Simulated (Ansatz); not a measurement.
**SiTe2 monolayer (1T) under biaxial strain in the plane of the sheet**

Wanted: the shifts of the zone-centre modes of SiTe2 monolayer (1T) with strain.

Main program and level: Ansatz 0.2.0; DFT PBEsol, scalar-relativistic, plane waves, PAW; PAW set soft_1.

## (1) Starting point

The cell holds 3 atoms: 1 Si and 2 Te. Its edges and angles: a = 3.680 Å, b = 3.680 Å, c = 30.424 Å, α = 90.0°, β = 90.0°, γ = 120.0°. Vacuum lies along c. The height across the vacuum is the one that the program set for its solve, not the one typed.

## (2) Relaxation

The cell and atoms are relaxed, since residual forces and stress would shift the frequencies. The program lengthens the typed cell of 20.0 Å along the normal to 30.4 Å, as its cut-off of the electrostatics needs, and moves no atom.

File input.yaml:

```yaml
crystal:
  lattice:
    - [3.68, 0.0, 0.0]
    - [-1.84, 3.18697, 0.0]
    - [0.0, 0.0, 20.0]
  atoms:
    - { symbol: Si, position: [0.0, 0.0, 0.5] }
    - { symbol: Te, position: [0.333333, 0.666667, 0.5828] }
    - { symbol: Te, position: [0.666667, 0.333333, 0.4172] }
  periodic: [true, true, false]
kpoints:
  mp_grid: { grid: [15, 15, 1] }
hamiltonian:
  xc: pbesol
  pseudopotentials: { kind: paw, azcp: { folder: soft_1 }, xc_functional: pbe }
scf:
  occupations: { method: gaussian, width: 0.1 }
output:
  forces: true
  stress: true
  eigenvalues: true
  write_density: true
  write_potential: true
  elf: true
  volumetric_format: npy
relax:
  adjacent_minimum: "off"
  f_tol: 0.005
  max_steps: 80
  cell: { stress_2d_tol: 0.02 }
```

Run with:

```bash
> ansatz run input.yaml --threads 8 --pin off --max-ram 16384MiB --backend cpu --events-out ev --progress --plain --runs-dir out
```

Numbers of over 12 decimals in the logs are rounded to 6 here.

Log:

```text
Warning: crystal.periodic: the lattice vector that does not repeat stood 0.000° off the slab's normal, 20.000 Å along it as the deck builds it. The run solves the slab on a vector along the normal, 30.424 Å long, with every atom where it was (on the deck's vector they left 16.69 Å outside them, and the widest stretch free of ions among them is 1.66 Å). A fractional position that the run reports is one of the run's ce [...]
Warning: the atoms were moved onto the symmetric positions of the space group found under crystal.symmetry.tolerance 1.0e-5 (fractional; no operation is sought that the atoms, as they stand in a round, miss by more than twice it, and no atom is moved by as much as it), and the run uses the moved positions. Before a round's move an operation carried an atom to 3.68e-6 Å from where it should land, the largest such dist [...]
crystal.periodic: the lattice vector that does not repeat stood 0.000° off the slab's normal, 20.000 Å along it as the deck builds it. The run solves the slab on a vector along the normal, 30.424 Å long, with every atom where it was (on the deck's vector they left 16.69 Å outside them, and the widest stretch free of ions among them is 1.66 Å). A fractional position that the run reports is one of the run's cell, which [...]
Engine: ansatz 0.2.0, aarch64-unknown-linux-gnu
Pseudopotentials: kind: paw
Pseudopotential: Si, paw, valence charge 4, recommended cutoff 420 eV (normal), soft_1/Si.paw.azcp
Pseudopotential: Te, paw, valence charge 16, recommended cutoff 420 eV (normal), soft_1/Te.paw.azcp
Functional definition: PBEsol
  exchange = pbesol_x
  correlation = pbesol_c
Crystal: 3 atoms, lattice volume = 356.814 Å³
Basis set: ecut = 420 eV, 6989 PW (Γ), exchange–correlation on 50×50×432 points (8 copies of the dense FFT grid, shifted against one another)
Bands: 22, of which v1, the nominal top of the filled ones, is band 18 counted from 1 (17 counted from 0)
Symmetry: 12 space group operations
Space group: P-3m1 (ITA 164), of the structure as read, at distance tolerance 7.1e-5 Å
k-points: 27 of 225
Non-local potential: Si, projectors of the file, l = 0: 2, l = 1: 2, l = 2: 1
Non-local potential: Te, projectors of the file, l = 0: 2, l = 1: 2, l = 2: 2, l = 3: 1
PAW form: soft (Blöchl's): semilocal exchange-correlation on the pseudo side does not see the compensation charge
PAW frozen core: Si, regenerated for the run's functional, and the local potential with it (the file was generated under x = pbe(κ = 0.804, μ = 0.219515), c = pbe(β = 0.066725))
PAW frozen core: Te, regenerated for the run's functional, and the local potential with it (the file was generated under x = pbe(κ = 0.804, μ = 0.219515), c = pbe(β = 0.066725))
PAW one-centre angular grid: Si, 110 points (default); XC on 64 Gauss nodes
PAW one-centre angular grid: Te, 590 points (default); XC on 64 Gauss nodes
Initial density: superposition of atomic densities (neutral atoms: chi_scale 0, normalization atom)
Initial wavefunctions: pseudopotential atomic-orbital guess
Functional: x = pbesol(κ = 0.804, μ = 0.123457), c = pbesol(β = 0.046)
iter 1 solved again at ethr=1.94e-3 eV; its pass at ethr=3.10e-3 eV (dr2=6.97e-1 eV) is discarded
SCF iter   1: F=—  HF=-14424.688098 eV  |F-HF|=—  |Δ(HF+E_count)|=         —  Δρ=9.90e-3  dr2=7.17e-1  ethr=1.94e-3  ⟨swp⟩=1.6  Hψ=6248  notcnv=0
preconditioner: auto → LDOS  [metal: Δε(μ)=0.061 eV  Ē_g=8.633 eV  σ=0.100 eV  W_gap=0.31  n_scr=18 (ndim 8)  ℏωp=7.9 eV  f_vac=0.743  D(μ)=1.44/eV (n_scr^D=8)  β→1.0]
SCF iter   2: F=—  HF=-14424.604989 eV  |F-HF|=—  |Δ(HF+E_count)|=   8.31e-2  Δρ=4.68e-3  dr2=3.20e-1  ethr=1.94e-3  ⟨swp⟩=5.9  Hψ=1922  notcnv=0
SCF iter   3: F=—  HF=-14424.549956 eV  |F-HF|=—  |Δ(HF+E_count)|=   5.50e-2  Δρ=1.78e-3  dr2=2.66e-2  ethr=8.88e-4  ⟨swp⟩=5.2  Hψ=1865  notcnv=0
SCF iter   4: F=—  HF=-14424.544354 eV  |F-HF|=—  |Δ(HF+E_count)|=   5.60e-3  Δρ=2.74e-4  dr2=6.35e-4  ethr=7.38e-5  ⟨swp⟩=3.7  Hψ=1318  notcnv=0
SCF iter   5: F=—  HF=-14424.544288 eV  |F-HF|=—  |Δ(HF+E_count)|=   6.59e-5  Δρ=6.79e-5  dr2=2.67e-5  ethr=1.76e-6  ⟨swp⟩=3.9  Hψ=1352  notcnv=0
SCF iter   6: F=—  HF=-14424.544326 eV  |F-HF|=—  |Δ(HF+E_count)|=   3.84e-5  Δρ=1.35e-5  dr2=4.17e-7  ethr=7.41e-8  ⟨swp⟩=3.3  Hψ=1340  notcnv=0
SCF iter   7: F=-14424.544327 eV  HF=-14424.544327 eV  |F-HF|=4.23e-8  |Δ(HF+E_count)|=   7.18e-7  Δρ=2.76e-6  dr2=2.98e-8  ethr=2.78e-10  ⟨swp⟩=23.7  Hψ=7234  notcnv=0
SCF 1 converged in 7 iterations: F = -14424.544327 eV  dr2 = 2.98e-8
  greatest PAW one-centre occupation: 0.998 electrons in one spin orbital (limit 2), on the Te atom at site 2 (counted from 0), in its partial waves of l = 2
relax step   1: F+E_penalty+E_count = -14424.54432703 eV  Δ(F+E_penalty+E_count) = +0.000e0 eV  max|allowed force component| = 2.488e-1 eV/Å  Δτ_max = 0.0000 Å  P = +1.380 N/m  Ω = 356.814 Å³  fix = [c, alpha, beta]  reactions: c +0.000 N/m  (7 SCF iters, dr2 threshold 1.00e-7 eV, accepted)
Crystal: 3 atoms, lattice volume = 375.747 Å³
Basis set: ecut = 420 eV, 7361 PW (Γ), exchange–correlation on 50×50×432 points (8 copies of the dense FFT grid, shifted against one another)
Initial density: handed on by an earlier stage of this run
Initial wavefunctions: those handed on with the density
iter 1 solved again at ethr=9.32e-5 eV; its pass at ethr=3.10e-3 eV (dr2=3.35e-2 eV) is discarded
SCF iter   1: F=—  HF=-14424.503847 eV  |F-HF|=—  |Δ(HF+E_count)|=         —  Δρ=2.36e-3  dr2=3.39e-2  ethr=9.32e-5  ⟨swp⟩=2.9  Hψ=5353  notcnv=0
preconditioner: auto → LDOS  [metal: Δε(μ)=0.036 eV  Ē_g=8.652 eV  σ=0.100 eV  W_gap=0.19  n_scr=16 (ndim 8)  ℏωp=7.7 eV  f_vac=0.758  D(μ)=1.49/eV (n_scr^D=8)  β→1.0]
SCF iter   2: F=—  HF=-14424.496531 eV  |F-HF|=—  |Δ(HF+E_count)|=   7.32e-3  Δρ=1.25e-3  dr2=1.53e-2  ethr=9.32e-5  ⟨swp⟩=4.0  Hψ=1690  notcnv=0
SCF iter   3: F=—  HF=-14424.493481 eV  |F-HF|=—  |Δ(HF+E_count)|=   3.05e-3  Δρ=3.80e-4  dr2=1.01e-3  ethr=4.26e-5  ⟨swp⟩=3.4  Hψ=1305  notcnv=0
SCF iter   4: F=—  HF=-14424.493261 eV  |F-HF|=—  |Δ(HF+E_count)|=   2.19e-4  Δρ=6.32e-5  dr2=1.96e-5  ethr=2.81e-6  ⟨swp⟩=3.2  Hψ=1258  notcnv=0
SCF iter   5: F=—  HF=-14424.493324 eV  |F-HF|=—  |Δ(HF+E_count)|=   6.29e-5  Δρ=1.78e-5  dr2=1.71e-6  ethr=5.44e-8  ⟨swp⟩=3.3  Hψ=1307  notcnv=0
SCF iter   6: F=-14424.493325 eV  HF=-14424.493325 eV  |F-HF|=4.22e-8  |Δ(HF+E_count)|=   8.71e-7  Δρ=5.37e-6  dr2=1.30e-7  ethr=8.33e-10  ⟨swp⟩=23.3  Hψ=7167  notcnv=0
the search or the solves at the SCF's close seem to have found levels that the self-consistency loop had missed (the run counts 1). By its estimate they hold under 1e-12 electrons; where the run keeps them, the occupations were computed again with them
SCF 2 converged in 6 iterations: F = -14424.493325 eV  dr2 = 1.30e-7
relax step   2: F+E_penalty+E_count = -14424.49332499 eV  Δ(F+E_penalty+E_count) = +5.100e-2 eV  max|allowed force component| = 8.742e-1 eV/Å  Δτ_max = 0.1294 Å  P = +0.243 N/m  Ω = 375.747 Å³  energy of the carried Pulay correction = -7.262e-4 eV  fix = [c, alpha, beta]  (6 SCF iters, dr2 threshold 3.00e-7 eV, rejected (line search))
Crystal: 3 atoms, lattice volume = 366.010 Å³
Basis set: ecut = 420 eV, 7169 PW (Γ), exchange–correlation on 50×50×432 points (8 copies of the dense FFT grid, shifted against one another)
iter 1 solved again at ethr=3.62e-5 eV; its pass at ethr=3.10e-3 eV (dr2=1.30e-2 eV) is discarded
SCF iter   1: F=—  HF=-14424.573023 eV  |F-HF|=—  |Δ(HF+E_count)|=         —  Δρ=1.66e-3  dr2=1.49e-2  ethr=3.62e-5  ⟨swp⟩=3.2  Hψ=5182  notcnv=0
preconditioner: auto → LDOS  [metal: Δε(μ)=0.094 eV  Ē_g=8.578 eV  σ=0.100 eV  W_gap=0.43  n_scr=16 (ndim 8)  ℏωp=7.8 eV  f_vac=0.750  D(μ)=1.62/eV (n_scr^D=8)  β→1.0]
SCF iter   2: F=—  HF=-14424.569869 eV  |F-HF|=—  |Δ(HF+E_count)|=   3.15e-3  Δρ=9.14e-4  dr2=6.58e-3  ethr=3.62e-5  ⟨swp⟩=3.0  Hψ=1347  notcnv=0
SCF iter   3: F=—  HF=-14424.568612 eV  |F-HF|=—  |Δ(HF+E_count)|=   1.26e-3  Δρ=2.56e-4  dr2=4.99e-4  ethr=1.83e-5  ⟨swp⟩=3.5  Hψ=1375  notcnv=0
SCF iter   4: F=—  HF=-14424.568525 eV  |F-HF|=—  |Δ(HF+E_count)|=   8.70e-5  Δρ=4.36e-5  dr2=1.02e-5  ethr=1.39e-6  ⟨swp⟩=3.6  Hψ=1320  notcnv=0
SCF iter   5: F=—  HF=-14424.568529 eV  |F-HF|=—  |Δ(HF+E_count)|=   4.25e-6  Δρ=1.01e-5  dr2=5.11e-7  ethr=2.84e-8  ⟨swp⟩=3.5  Hψ=1359  notcnv=0
SCF iter   6: F=—  HF=-14424.568573 eV  |F-HF|=—  |Δ(HF+E_count)|=   4.37e-5  Δρ=2.90e-6  dr2=3.63e-8  ethr=1.42e-9  ⟨swp⟩=3.5  Hψ=1396  notcnv=0
SCF iter   7: F=—  HF=-14424.568573 eV  |F-HF|=—  |Δ(HF+E_count)|=   1.75e-8  Δρ=3.82e-7  dr2=3.09e-10  ethr=1.01e-10  ⟨swp⟩=3.0  Hψ=1249  notcnv=0
SCF iter   8: F=—  HF=-14424.568573 eV  |F-HF|=—  |Δ(HF+E_count)|=   1.47e-8  Δρ=9.67e-8  dr2=4.47e-11  ethr=1.00e-12  ⟨swp⟩=4.1  Hψ=1472  notcnv=0
SCF iter   9: F=-14424.568573 eV  HF=-14424.568573 eV  |F-HF|=5.09e-11  |Δ(HF+E_count)|=   1.72e-9  Δρ=9.58e-9  dr2=4.39e-13  ethr=1.00e-12  ⟨swp⟩=12.9  Hψ=4803  notcnv=0
SCF 3 converged in 9 iterations: F = -14424.568573 eV  dr2 = 4.39e-13
relax step   3: F+E_penalty+E_count = -14424.56857313 eV  Δ(F+E_penalty+E_count) = -2.425e-2 eV  max|allowed force component| = 6.705e-2 eV/Å  Δτ_max = 0.0428 Å  P = +0.418 N/m  Ω = 366.010 Å³  energy of the carried Pulay correction = -3.605e-4 eV  fix = [c, alpha, beta]  reactions: c +0.000 N/m  (9 SCF iters, accepted)
[...]
relax step   4: F+E_penalty+E_count = -14424.56949183 eV  Δ(F+E_penalty+E_count) = -9.187e-4 eV  max|allowed force component| = 3.988e-2 eV/Å  Δτ_max = 0.0009 Å  P = +0.192 N/m  Ω = 367.421 Å³  energy of the carried Pulay correction = -4.145e-4 eV  fix = [c, alpha, beta]  reactions: c +0.000 N/m  (4 SCF iters, dr2 threshold 2.81e-7 eV, accepted)
[...]
relax step   5: F+E_penalty+E_count = -14424.56976648 eV  Δ(F+E_penalty+E_count) = -2.746e-4 eV  max|allowed force component| = 4.787e-4 eV/Å  Δτ_max = 0.0026 Å  P = +0.011 N/m  Ω = 368.423 Å³  energy of the carried Pulay correction = -4.526e-4 eV  fix = [c, alpha, beta]  reactions: c +0.000 N/m  (4 SCF iters, dr2 threshold 9.94e-8 eV, accepted)
Initial wavefunctions: pseudopotential atomic-orbital guess (no wavefunctions were taken with the density)
iter 1 solved again at ethr=7.90e-7 eV; its pass at ethr=3.10e-3 eV (dr2=2.84e-4 eV) is discarded
SCF iter   1: F=—  HF=-14424.569810 eV  |F-HF|=—  |Δ(HF+E_count)|=         —  Δρ=3.30e-5  dr2=3.19e-7  ethr=7.90e-7  ⟨swp⟩=5.4  Hψ=7286  notcnv=0
eigensolver tolerance schedule: the retry pair's looser diagonalisation over-reported the residual by 889.84 of it (diagonalisation noise at 0.29 of the residual, at the tolerance the schedule requests for it); recorded, not acted on — ethr = c·dr2/N_el stays at c = 1.0e-1
SCF iter   2: F=—  HF=-14424.570209 eV  |F-HF|=—  |Δ(HF+E_count)|=   3.99e-4  Δρ=5.44e-6  dr2=9.25e-8  ethr=8.87e-10  ⟨swp⟩=5.6  Hψ=2036  notcnv=0
SCF iter   3: F=—  HF=-14424.570206 eV  |F-HF|=—  |Δ(HF+E_count)|=   3.02e-6  Δρ=1.48e-6  dr2=3.07e-9  ethr=2.57e-10  ⟨swp⟩=2.9  Hψ=1172  notcnv=0
SCF iter   4: F=—  HF=-14424.570209 eV  |F-HF|=—  |Δ(HF+E_count)|=   2.86e-6  Δρ=2.83e-7  dr2=5.04e-10  ethr=8.52e-12  ⟨swp⟩=3.7  Hψ=1350  notcnv=0
SCF iter   5: F=—  HF=-14424.570209 eV  |F-HF|=—  |Δ(HF+E_count)|=   8.74e-8  Δρ=6.43e-8  dr2=1.40e-11  ethr=1.40e-12  ⟨swp⟩=4.0  Hψ=1616  notcnv=0
SCF iter   6: F=-14424.570209 eV  HF=-14424.570209 eV  |F-HF|=1.58e-10  |Δ(HF+E_count)|=   1.70e-8  Δρ=1.27e-8  dr2=7.83e-13  ethr=1.00e-12  ⟨swp⟩=15.1  Hψ=4277  notcnv=0
SCF 6 converged in 6 iterations: F = -14424.570209 eV  dr2 = 7.83e-13
relax step   6: F+E_penalty+E_count = -14424.57020870 eV  Δ(F+E_penalty+E_count) = -4.422e-4 eV  max|allowed force component| = 3.563e-4 eV/Å  Δτ_max = 0.0000 Å  P = +0.009 N/m  Ω = 368.423 Å³  fix = [c, alpha, beta]  reactions: c +0.000 N/m  stress off target by 9.00e-3 N/m on what of the cell is left free  SCF on the basis re-selected at this cell (its energy is not comparable with the rows above)  (6 SCF iters)
basis re-selected at this cell: Δ(F+E_penalty+E_count) = -4.422e-4 eV, ΔP = -0.002 N/m vs the last step (what re-selecting the basis moved, of the pressure what is left beyond the Pulay correction that the steps carried, after the strain that the cell walked since its last selection, with what the two solves' SCF thresholds leave and, on support functions, any second-order correction that the steps lacked; it is no m [...]
SCF converged after 6 iterations
Free energy (F): -14424.570209 eV
Harris-Foulkes:  -14424.570209 eV  (|F-HF|=1.58e-10)
Internal energy: -14424.562152 eV  (E = F + TS)
E sigma→0 (E₀):  -14424.566180 eV
Entropy (-TS):   -0.008057 eV (-2.686 meV/atom)
Fermi energy:    -4.865955 eV
--- Per-component energies (eV) ---
  E_band       = -991.289499
  E_kinetic    = 387.288348
  E_local      = -58975.977862  (includes V_loc(G=0)·N_el)
  E_nonlocal   = 158.105120
  E_hartree    = 29242.631542
  E_xc         = -299.459990
  E_vxc        = -252.245135  (∫ρ·V_xc dr)
  E_paw        = -9684.420765  (= ΣΔE_a)
  E_vpaw       = -793.723334  (= ΣTr[D̂ρ^β])
  E_aug_tail   = 0.000212  (compensation charges beyond the density's cutoff)
  E_ewald      = 24746.490061
  E_core_change = 0.781183  (= ΣΔE_core)
  E_smearing   = -0.008057  (= −TS)
  E_closure    = -0.000000  (closes the sum)
  Σ components = -14424.570209   (vs F -14424.570209, Δ=0.00e0)
--- Forces (eV/Å), atoms counted from 1 ---
  atom   1  Si    -0.00000000     0.00000000     0.00000000
  atom   2  Te    -0.00000000     0.00000000     0.00035628
  atom   3  Te     0.00000000    -0.00000000    -0.00035628
  max |Σ_I F_I| component: 4.63e-18 eV/Å
--- 2D stress c σ (N/m, compression-positive) ---
        0.009002      -0.000000      -0.000000
       -0.000000       0.009002      -0.000000
       -0.000000      -0.000000       0.000000
  P = ½ c Tr σ = 0.0090 N/m
--- Band table (eV; the first three rows and the last of 27) ---
  k-point 0: bands = [... 14 lower, -5.3587, -5.3587, -4.7722, -4.7722, -3.3421, -1.6579, -1.4909, -1.4909]
  k-point 1: bands = [... 14 lower, -6.0544, -5.6367, -5.0898, -4.6319, -2.9246, -1.7233 (-1.7233°), -1.4203, -1.2232]
  k-point 2: bands = [... 14 lower, -6.7518, -6.1092, -5.8745, -4.5618, -2.8143, -1.7508, -1.1865, -0.5985]
  k-point 26: bands = [... 14 lower, -9.4742, -9.3125, -6.3451, -6.3451, -4.2473, -0.7969, -0.7969, -0.2354]
  ° read free of the cell's end (the report's vacuum.weakly_bound_levels)
--- Relaxed structure (5 steps of the walk, 4 accepted, 1 SCFs on fresh bases) ---
  F+E_penalty+E_count = -14424.57020870 eV   max|allowed force component| = 3.563e-4 eV/Å   (the final SCF, on the basis selected at the relaxed cell)
  cell:  # Å, volume = 368.4231 Å³
    - [3.739383, 0.0, 0]
    - [-1.869692, 3.238401, 0]
    - [0, 0, 30.424]
  atoms:
    - { symbol: Si, position: [0, 0, 0.328688] }
    - { symbol: Te, position: [0.333333, 0.666667, 0.381825] }
    - { symbol: Te, position: [0.666667, 0.333333, 0.275550] }
```

The job ended after 12 s (8 threads of Arm Neoverse V2, shared host; peak memory 0.93 GiB; 83 s of CPU time).

The steps of the relaxation:

```
step  energy less that of the first step (eV)  largest force component (eV/Å)  volume (Å³)
   1                                   0.0000                          0.2488       356.81
   2                                   0.0510                          0.8742       375.75
   3                                  -0.0242                          0.0670       366.01
   4                                  -0.0252                          0.0399       367.42
   5                                  -0.0254                          0.0005       368.42
  6*                                  -0.0259                          0.0004       368.42
```

Relaxation steps marked * repeat the geometry before them on a plane-wave basis chosen anew for their cell, so energy and pressure can jump there. Relaxation step 2 was tried and not accepted.

The run keeps the 12 symmetry operations that it works with, so distortions that break them were not tested.

```
cell as run  before  after  change
      a (Å)   3.680  3.739  +1.6 %
      b (Å)   3.680  3.739  +1.6 %
```

The atoms that moved most (Å, along periodic axes as changes of fractional coordinates times the final cell, across vacuum about the mean position):

```
atom     dx     dy      dz  length
 Te3  0.000  0.000   0.039   0.039
 Te2  0.000  0.000  -0.039   0.039
```

Final coordinates:

```xyz
3
Lattice="3.7394 0.0000 0.0000 -1.8697 3.2384 0.0000 0.0000 0.0000 30.4240" Properties=species:S:1:pos:R:3
Si    0.0000    0.0000   10.0000
Te    0.0000    2.1589   11.6167
Te    1.8697    1.0795    8.3833
```

Numbers from this step:

- gap on the k-mesh: 0 eV
- area per atom: 4.037 Å²

ELF in the ac plane at fractional y = 0.000, with atoms of Si within 0.2 Å of it. It is the smooth field of the valence electrons, not physical close to the nuclei.

Ten even steps from '_' (0.00) to '@' (0.64), each cell a mean:
```
____________________________
____________________________
____________________________
____________________________
____________________________
____________________________
____________________________
____________________________
____________________________
____________________________
____________________________
____________________________
____________________________
______::--++####**++--..____
....--**%%@@@@@@@@@@%%++::..
####%%@@@@##**++**%%@@@@%%##
####@@@@@@##++++**##@@@@%%##
..::--**%%@@@@@@@@@@%%++--::
______::==**######++--..____
____________________________
____________________________
____________________________
____________________________
____________________________
```
Columns run along a (3.7 Å), rows up along c (30.4 Å). Atoms in or near the plane, at fractional coordinates: Si at (0.00, 0.33).

Electrostatic potential energy in the ac plane at fractional y = 0.000, with atoms of Si within 0.2 Å of it. With pseudopotentials it is smooth inside the atoms' cores, unlike the true potential.

Values in eV, 24 rows by 14 columns, each cell a mean:
```
  0   0   0   0   0   0   0   0   0   0   0   0   0   0
  0   0   0   0   0   0   0   0   0   0   0   0   0   0
  0   0   0   0   0   0   0   0   0   0   0   0   0   0
  0   0   0   0   0   0   0   0   0   0   0   0   0   0
  0   0   0   0   0   0   0   0   0   0   0   0   0   0
  0   0   0   0   0   0   0   0   0   0   0   0   0   0
  0   0   0   0   0   0   0   0   0   0   0   0   0   0
  0   0   0   0   0   0   0   0   0   0   0   0   0   0
  0   0   0   0   0   0   0   0   0   0   0   0   0   0
  0   0   0   0   0   0   0   0   0   0   0   0   0   0
  0   0   0   0   0   0   0   0   0   0   0   0   0   0
  0   0   0   0   0   0   0   0   0   0   0   0   0   0
  0   0   0   0   0   0   0   0   0   0   0   0   0   0
  0   0   0  -1  -1  -1  -1  -1  -1  -1  -1   0   0   0
 -2  -2  -2  -3  -5  -7 -10 -10  -9  -7  -5  -3  -2  -2
-11 -11 -11  -9  -7  -6  -6  -6  -6  -6  -7 -10 -11 -11
-11 -12 -11 -10  -7  -5  -5  -5  -5  -6  -8 -10 -11 -12
 -2  -2  -2  -4  -5  -8 -10 -11 -10  -7  -5  -3  -2  -2
  0   0   0  -1  -1  -1  -1  -1  -1  -1  -1  -1   0   0
  0   0   0   0   0   0   0   0   0   0   0   0   0   0
  0   0   0   0   0   0   0   0   0   0   0   0   0   0
  0   0   0   0   0   0   0   0   0   0   0   0   0   0
  0   0   0   0   0   0   0   0   0   0   0   0   0   0
  0   0   0   0   0   0   0   0   0   0   0   0   0   0
```
Columns run along a (3.7 Å; values clipped at the 3rd and 97th percentile), rows up along c (30.4 Å). Atoms in or near the plane, at fractional coordinates: Si at (0.00, 0.33).

[end of part 1 of 3]

[Logs are printed without paths, hosts, clocks, repeated set-up lines and the standing remarks that a program may print on its own settings, such as how far it seeks lower states.]

[Hosts, paths, dates, database ids (printed as entryN), source tags and the programs' standing remarks are cut or masked in the printed files.]
